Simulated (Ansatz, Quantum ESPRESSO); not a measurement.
# VSi3 (Pm-3m): zone-centre phonons

Aim: the zone-centre modes of VSi3 (Pm-3m).

Main program and level: Quantum ESPRESSO 7.5; DFT LDA, scalar-relativistic, plane waves, GBRV ultrasoft pseudopotentials.

The structure was built from a prototype and need not be the compound's stable phase.

**1. The structure**

It takes space group Pm-3m (No. 221, cubic). Conventional cell: a = 3.834 Å, b = 3.834 Å, c = 3.834 Å, α = 90.00°, β = 90.00°, γ = 90.00°. V has 12 Si at 2.71 Å nearest. Nearest to Si lie 4 V at 2.71 Å and 8 Si at 2.71 Å. Farther neighbours are not listed.

Structure file:

```cif
data_structure
_symmetry_space_group_name_H-M 'P 1'
_symmetry_Int_Tables_number 1
_cell_length_a 3.8339
_cell_length_b 3.8339
_cell_length_c 3.8339
_cell_angle_alpha 90.000
_cell_angle_beta 90.000
_cell_angle_gamma 90.000
_cell_volume 56.35
loop_
_atom_site_label
_atom_site_type_symbol
_atom_site_fract_x
_atom_site_fract_y
_atom_site_fract_z
_atom_site_occupancy
V1 V 0.00000 0.00000 0.00000 1
Si2 Si 0.00000 0.50000 0.50000 1
Si3 Si 0.50000 0.00000 0.50000 1
Si4 Si 0.50000 0.50000 0.00000 1
```

**2. A first look**

A cheap run with smearing and empty bands tells whether the crystal has a gap, which decides between fixed occupations and smearing later on.

probe.in

```
&CONTROL
  calculation = 'scf'
  prefix      = 'x'
  outdir      = './tmp'
  pseudo_dir  = './pseudo'
  tprnfor     = .true.
  tstress     = .true.
  verbosity   = 'high'
/
&SYSTEM
  ibrav       = 1
  celldm(1)   = 7.24494865
  nat         = 4
  ntyp        = 2
  ecutwfc     = 40.0
  ecutrho     = 240.0
  occupations = 'smearing'
  smearing    = 'gaussian'
  degauss     = 0.01
/
&ELECTRONS
  conv_thr         = 1.0d-07
  mixing_beta      = 0.7
  electron_maxstep = 100
/
ATOMIC_SPECIES
 V      50.9415  V.upf
 Si     28.0850  Si.upf
ATOMIC_POSITIONS crystal
 V      0.000000000   0.000000000   0.000000000
 Si     0.000000000   0.500000000   0.500000000
 Si     0.500000000   0.000000000   0.500000000
 Si     0.500000000   0.500000000   0.000000000
K_POINTS automatic
 6 6 6 0 0 0
```

Run with:

```bash
$ OMP_NUM_THREADS=1 mpirun -n 4 pw.x -nk 4 -in probe.in > probe.out
```

What it wrote:

```text
[banners, grids, parts of the stress and lines that vanish by symmetry left out]
Program PWSCF v.7.5
     bravais-lattice index     =            1
     lattice parameter (alat)  =       7.2449  a.u.
[...]
kinetic-energy cutoff     =      40.0000  Ry
     charge density cutoff     =     240.0000  Ry
     scf convergence threshold =      1.0E-07
[...]
Exchange-correlation= SLA  PZ   NOGX NOGC
                           (   1   1   0   0   0   0   0)
[...]
48 Sym. Ops., with inversion, found
[...]
(     0          1          0      )
                  (     0          0          1      )
[...]
(  0.0000000  1.0000000  0.0000000 )
                  (  0.0000000  0.0000000  1.0000000 )
[...]
(     0         -1          0      )
                  (     0          0          1      )
[...]
(     1          0          0      )
[...]
( -1.0000000  0.0000000  0.0000000 )
                  (  0.0000000  1.0000000  0.0000000 )
[...]
number of k points=    20  Gaussian smearing, width (Ry)=  0.0100
[...]
End of self-consistent calculation
[...]
the Fermi energy is    12.2858 ev
!    total energy              =    -173.91158965 Ry
[...]
convergence has been achieved in   8 iterations
[...]
atom    1 type  1   force =     0.00000000    0.00000000    0.00000000
     atom    2 type  2   force =     0.00000000    0.00000000    0.00000000
     atom    3 type  2   force =     0.00000000    0.00000000    0.00000000
     atom    4 type  2   force =     0.00000000    0.00000000    0.00000000
[...]
Total force =     0.000000     Total SCF correction =     0.000000
[...]
total   stress  (Ry/bohr**3)                   (kbar)     P=     -119.94
[...]
XML data file, charge density, pseudopotentials, collected wavefunctions

   JOB DONE.
```

Run time: 4.1 s. Hardware: 4 MPI ranks of Arm Neoverse V1, shared host.

Numbers from this step:

| Property | Result |
| --- | --- |
| volume per atom | 14.09 Å³ |
| pressure | -11.99 GPa |
| gap on the k-mesh | 0 eV |

No gap opens on this mesh, so smearing is kept; the start stands at -12 GPa.

**3. Relaxing the cell and atoms**

The relaxation runs at a cutoff a fifth above that of the response, since stress converges more slowly with the basis than frequencies do. Forces and stress are brought to rest with tight thresholds.

relax.in

```
&CONTROL
  calculation   = 'vc-relax'
  prefix        = 'x'
  outdir        = './tmp'
  pseudo_dir    = './pseudo'
  tprnfor       = .true.
  tstress       = .true.
  forc_conv_thr = 2.0d-05
  etot_conv_thr = 1.0d-07
  nstep         = 40
/
&SYSTEM
  ibrav       = 1
  celldm(1)   = 7.24494865
  nat         = 4
  ntyp        = 2
  ecutwfc     = 48
  ecutrho     = 288.0
  occupations = 'smearing'
  smearing    = 'mv'
  degauss     = 0.02
/
&ELECTRONS
  conv_thr         = 1.0d-11
  mixing_beta      = 0.7
  electron_maxstep = 100
/
&IONS
/
&CELL
  press_conv_thr = 0.2
/
ATOMIC_SPECIES
 V      50.9415  V.upf
 Si     28.0850  Si.upf
ATOMIC_POSITIONS crystal
 V      0.000000000   0.000000000   0.000000000
 Si     0.000000000   0.500000000   0.500000000
 Si     0.500000000   0.000000000   0.500000000
 Si     0.500000000   0.500000000   0.000000000
K_POINTS automatic
 8 8 8 0 0 0
```

Run with:

```bash
$ OMP_NUM_THREADS=1 mpirun -n 4 pw.x -nk 4 -in relax.in > relax.out
```

What it wrote:

```text
[banners, grids, parts of the stress and lines that vanish by symmetry left out]
[banner, memory and clock lines left out]
Program PWSCF v.7.5

[...]
kinetic-energy cutoff     =      48.0000  Ry
     charge density cutoff     =     288.0000  Ry
     scf convergence threshold =      1.0E-11
[...]
energy convergence thresh.=      1.0E-07
     force convergence thresh. =      2.0E-05
     press convergence thresh. =      2.0E-01
     Exchange-correlation= SLA  PZ   NOGX NOGC
                           (   1   1   0   0   0   0   0)
[...]
48 Sym. Ops., with inversion, found
[...]
number of k points=    35  Marzari-Vanderbilt smearing, width (Ry)=  0.0200
[...]
End of self-consistent calculation
[...]
the Fermi energy is    12.3716 ev
!    total energy              =    -173.91317867 Ry
[...]
convergence has been achieved in   9 iterations
[...]
atom    1 type  1   force =     0.00000000    0.00000000    0.00000000
     atom    2 type  2   force =     0.00000000    0.00000000    0.00000000
     atom    3 type  2   force =     0.00000000    0.00000000    0.00000000
     atom    4 type  2   force =     0.00000000    0.00000000    0.00000000
     Total force =     0.000000     Total SCF correction =     0.000000
[...]
total   stress  (Ry/bohr**3)                   (kbar)     P=     -128.50
[...]
number of bfgs steps    =   0
[...]
CELL_PARAMETERS (alat=  7.24494865)
[...]
ATOMIC_POSITIONS (crystal)
V                0.0000000000        0.0000000000        0.0000000000
Si               0.0000000000        0.5000000000        0.5000000000
Si               0.5000000000        0.0000000000        0.5000000000
Si               0.5000000000        0.5000000000        0.0000000000
[...]
New effective cutoffs (rho, wfc):  300.28   50.16
[...]
End of self-consistent calculation
[...]
the Fermi energy is    13.4190 ev
!    total energy              =    -173.92927834 Ry
[...]
convergence has been achieved in   9 iterations
[...]
atom    1 type  1   force =     0.00000000    0.00000000    0.00000000
     atom    2 type  2   force =     0.00000000    0.00000000    0.00000000
     atom    3 type  2   force =     0.00000000    0.00000000    0.00000000
     atom    4 type  2   force =     0.00000000    0.00000000    0.00000000
     Total force =     0.000000     Total SCF correction =     0.000000
[...]
total   stress  (Ry/bohr**3)                   (kbar)     P=      -61.30
[...]
number of bfgs steps    =   1
[...]
CELL_PARAMETERS (alat=  7.24494865)
[...]
ATOMIC_POSITIONS (crystal)
[...]
New effective cutoffs (rho, wfc):  311.87   52.10
[...]
End of self-consistent calculation
[...]
the Fermi energy is    14.3584 ev
!    total energy              =    -173.93251849 Ry
[...]
convergence has been achieved in   9 iterations
[...]
atom    1 type  1   force =     0.00000000    0.00000000    0.00000000
     atom    2 type  2   force =     0.00000000    0.00000000    0.00000000
     atom    3 type  2   force =     0.00000000    0.00000000    0.00000000
     atom    4 type  2   force =     0.00000000    0.00000000    0.00000000
     Total force =     0.000000     Total SCF correction =     0.000000
[...]
total   stress  (Ry/bohr**3)                   (kbar)     P=       16.30
[...]
number of bfgs steps    =   2
[...]
CELL_PARAMETERS (alat=  7.24494865)
[...]
ATOMIC_POSITIONS (crystal)
[...]
New effective cutoffs (rho, wfc):  309.45   51.69
[...]
End of self-consistent calculation
[...]
the Fermi energy is    14.1620 ev
!    total energy              =    -173.93272625 Ry
[...]
convergence has been achieved in   9 iterations
[...]
atom    1 type  1   force =     0.00000000    0.00000000    0.00000000
     atom    2 type  2   force =     0.00000000    0.00000000    0.00000000
[...]
Total force =     0.000000     Total SCF correction =     0.000000
[...]
total   stress  (Ry/bohr**3)                   (kbar)     P=       -1.21
[...]
number of bfgs steps    =   3
[...]
CELL_PARAMETERS (alat=  7.24494865)
[...]
ATOMIC_POSITIONS (crystal)
[...]
New effective cutoffs (rho, wfc):  309.62   51.72
[...]
End of self-consistent calculation
[...]
the Fermi energy is    14.1756 ev
!    total energy              =    -173.93272741 Ry
[...]
convergence has been achieved in   7 iterations
[...]
Total force =     0.000000     Total SCF correction =     0.000000
[...]
total   stress  (Ry/bohr**3)                   (kbar)     P=       -0.02
[...]
number of bfgs steps    =   4
[...]
small trust_radius: resetting bfgs history
[...]
CELL_PARAMETERS (alat=  7.24494865)
[...]
ATOMIC_POSITIONS (crystal)
[...]
New effective cutoffs (rho, wfc):  309.62   51.72
[...]
End of self-consistent calculation
[...]
the Fermi energy is    14.1758 ev
!    total energy              =    -173.93272741 Ry
[...]
convergence has been achieved in   3 iterations
[...]
atom    1 type  1   force =     0.00000000    0.00000000    0.00000000
     atom    2 type  2   force =     0.00000000    0.00000000    0.00000000
     atom    3 type  2   force =     0.00000000    0.00000000    0.00000000
     atom    4 type  2   force =     0.00000000    0.00000000    0.00000000
     Total force =     0.000000     Total SCF correction =     0.000000
[...]
total   stress  (Ry/bohr**3)                   (kbar)     P=       -0.01
[...]
bfgs converged in   6 scf cycles and   5 bfgs steps
[...]
End of BFGS Geometry Optimization
     Final enthalpy           =    -173.9327274120 Ry
     File ./tmp/x.bfgs deleted, as requested
[...]
CELL_PARAMETERS (alat=  7.24494865)
[...]
ATOMIC_POSITIONS (crystal)
[...]
Si               0.5000000000        0.0000000000        0.5000000000
Si               0.5000000000        0.5000000000        0.0000000000
[...]
Final scf calculation at the relaxed structure.
[...]
kinetic-energy cutoff     =      48.0000  Ry
     charge density cutoff     =     288.0000  Ry
     scf convergence threshold =      1.0E-13
[...]
press convergence thresh. =      2.0E-01
     Exchange-correlation= SLA  PZ   NOGX NOGC
                           (   1   1   0   0   0   0   0)
[...]
48 Sym. Ops., with inversion, found
[...]
number of k points=    35  Marzari-Vanderbilt smearing, width (Ry)=  0.0200
[...]
End of self-consistent calculation
[...]
the Fermi energy is    14.1758 ev
!    total energy              =    -173.93269105 Ry
[...]
convergence has been achieved in  11 iterations
[...]
atom    1 type  1   force =     0.00000000    0.00000000    0.00000000
     atom    2 type  2   force =     0.00000000    0.00000000    0.00000000
     atom    3 type  2   force =     0.00000000    0.00000000    0.00000000
     atom    4 type  2   force =     0.00000000    0.00000000    0.00000000
     Total force =     0.000000     Total SCF correction =     0.000000
[...]
total   stress  (Ry/bohr**3)                   (kbar)     P=       -0.08
[...]
XML data file, charge density, pseudopotentials, collected wavefunctions
```

Run time: 36 s. Hardware: 4 MPI ranks; 2.4 min of CPU time.

Relaxation path:

| step | energy less that of the first step (eV) | largest force (eV/Å) | pressure (GPa) | volume (Å³) |
| --- | --- | --- | --- | --- |
| 1 | 0.0000 | 0.0000 | -12.85 | 56.35 |
| 2 | -0.2190 | 0.0000 | -6.13 | 52.74 |
| 3 | -0.2631 | 0.0000 | 1.63 | 49.83 |
| 4 | -0.2660 | 0.0000 | -0.12 | 50.41 |
| 5 | -0.2660 | 0.0000 | 0.00 | 50.37 |
| 6 | -0.2660 | 0.0000 | 0.00 | 50.37 |
| 7 | -0.2655 | 0.0000 | -0.01 | 50.37 |

```csv
"conventional cell, symmetrised",before,after,change
a (Å),3.834,3.693,-3.7 %
b (Å),3.834,3.693,-3.7 %
c (Å),3.834,3.693,-3.7 %
volume (Å³/atom),14.09,12.59,-10.6 %
```

The relaxed structure:

```cif
data_structure
_symmetry_space_group_name_H-M 'P 1'
_symmetry_Int_Tables_number 1
_cell_length_a 3.6932
_cell_length_b 3.6932
_cell_length_c 3.6932
_cell_angle_alpha 90.000
_cell_angle_beta 90.000
_cell_angle_gamma 90.000
_cell_volume 50.37
loop_
_atom_site_label
_atom_site_type_symbol
_atom_site_fract_x
_atom_site_fract_y
_atom_site_fract_z
_atom_site_occupancy
V1 V 0.00000 0.00000 0.00000 1
Si2 Si 0.00000 0.50000 0.50000 1
Si3 Si 0.50000 0.00000 0.50000 1
Si4 Si 0.50000 0.50000 0.00000 1
```

The last row of the table of steps is pw.x's closing run on a basis chosen anew for the final cell, so its energy can jump.

This step gave:

```
volume per atom : 12.59 Å³
pressure        : -0.008 GPa
```

The volume changes by -10.6 % from the cell with which this run began.

**4. Ground state**

Perturbation theory inherits every error of the wavefunctions, so the threshold is set near the limit of the arithmetic. Smearing stays on, as the first look found no gap above 0.3 eV.

scf.in

```
&CONTROL
  calculation = 'scf'
  prefix      = 'x'
  outdir      = './tmp'
  pseudo_dir  = './pseudo'
  tprnfor     = .true.
  tstress     = .true.
/
&SYSTEM
  ibrav       = 1
  celldm(1)   = 6.97905219
  nat         = 4
  ntyp        = 2
  ecutwfc     = 40.0
  ecutrho     = 240.0
  occupations = 'smearing'
  smearing    = 'mv'
  degauss     = 0.02
/
&ELECTRONS
  conv_thr         = 1.0d-12
  mixing_beta      = 0.7
  electron_maxstep = 100
/
ATOMIC_SPECIES
 V      50.9415  V.upf
 Si     28.0850  Si.upf
ATOMIC_POSITIONS crystal
 V      0.000000000   0.000000000   0.000000000
 Si     0.000000000   0.500000000   0.500000000
 Si     0.500000000   0.000000000   0.500000000
 Si     0.500000000   0.500000000   0.000000000
K_POINTS automatic
 8 8 8 0 0 0
```

Run with:

```bash
$ OMP_NUM_THREADS=1 mpirun -n 4 pw.x -nk 4 -in scf.in > scf.out
```

What it wrote:

```text
[banners, grids, parts of the stress and lines that vanish by symmetry left out]
[banner, memory and clock lines left out]
Program PWSCF v.7.5

[...]
kinetic-energy cutoff     =      40.0000  Ry
     charge density cutoff     =     240.0000  Ry
     scf convergence threshold =      1.0E-12
[...]
Exchange-correlation= SLA  PZ   NOGX NOGC
                           (   1   1   0   0   0   0   0)
[...]
48 Sym. Ops., with inversion, found
[...]
number of k points=    35  Marzari-Vanderbilt smearing, width (Ry)=  0.0200
[...]
End of self-consistent calculation
[...]
the Fermi energy is    14.1759 ev
!    total energy              =    -173.93260665 Ry
[...]
convergence has been achieved in  13 iterations
[...]
atom    1 type  1   force =     0.00000000    0.00000000    0.00000000
     atom    2 type  2   force =     0.00000000    0.00000000    0.00000000
     atom    3 type  2   force =     0.00000000    0.00000000    0.00000000
     atom    4 type  2   force =     0.00000000    0.00000000    0.00000000
     Total force =     0.000000     Total SCF correction =     0.000000
[...]
total   stress  (Ry/bohr**3)                   (kbar)     P=        0.05
[...]
XML data file, charge density, pseudopotentials, collected wavefunctions
```

Elapsed: 7.5 s, on 4 MPI ranks.

Numbers from this step:

| Quantity | Value |
| --- | --- |
| pressure | 0.005 GPa |

The cell stands at 0.005 GPa, close enough for phonons.

(Part 1 of 3 ends here.)

[Host names and launcher messages were left out of these logs when they were recorded.]

[Logs are printed without paths, hosts, clocks, repeated set-up lines and the standing remarks that a program may print on its own settings, such as how far it seeks lower states.]

[Hosts, paths, dates, database ids (printed as entryN), source tags and the programs' standing remarks are cut or masked in the printed files.]
